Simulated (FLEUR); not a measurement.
Computed results, one entry a study.

```
! title: MnSe: parallel and opposed starts
! method: PBEsol with U = 4 eV on Mn d; all-electron FLAPW, Dirac cores, scalar-relativistic bands
! program: FLEUR MaX-R8.1
! settings of one run: kmax 3.6 1/bohr, gmax 10.8 1/bohr, muffin tin radii Mn: 2.51, Se: 2.51 bohr, lmax Mn: [10, 8], Se: [10, 8], hist occupations, smearing width 0.08 eV, mixer Anderson, mixing 0.05, max iterations 130, stop 0.0001 me/bohr³, collinear spin, 8×8×4 k-mesh, double counting FLL, mesh matched on, starting moments 4.5 -4.5 0 0 μB
! cost: 3 runs, 2.2 min in all on 4 MPI ranks of AMD EPYC 9R14 (Zen 4), shared host (the runs of this entry)
! notes: The database entry behind the starting cell differs from later determinations by our own check (about 0.4 % short). This is the lowest of 3 finished starts, no proof of the ground state.
! lowest state found: antiferromagnetic (initial antiferro q=(0,0,1/2) +-)
! largest site spin moment: 4.62 μB
! next finished state: antiferromagnetic, 18.6 meV a seeded atom higher
CELL_PARAMETERS angstrom
0.00000 2.72000 2.72000
2.72000 0.00000 2.72000
5.44000 5.44000 0.00000
ATOMIC_POSITIONS crystal
Mn 0.00000 0.00000 0.00000
Mn 0.00000 0.00000 0.50000
Se 0.50000 0.50000 0.25000
Se 0.50000 0.50000 0.75000
```

[Logs and program files are shortened in this print: banners, set-up blocks, solver, clock and traceback lines can be left out without a mark of their own.]

[Logs are printed without paths, hosts, clocks, repeated set-up lines and the standing remarks that a program may print on its own settings, such as how far it seeks lower states.]

[Hosts, paths, dates, database ids (printed as entryN), source tags and the programs' standing remarks are cut or masked in the printed files.]

[Where a cell is said to come from a database of computed structures, the database is the Materials Project.]
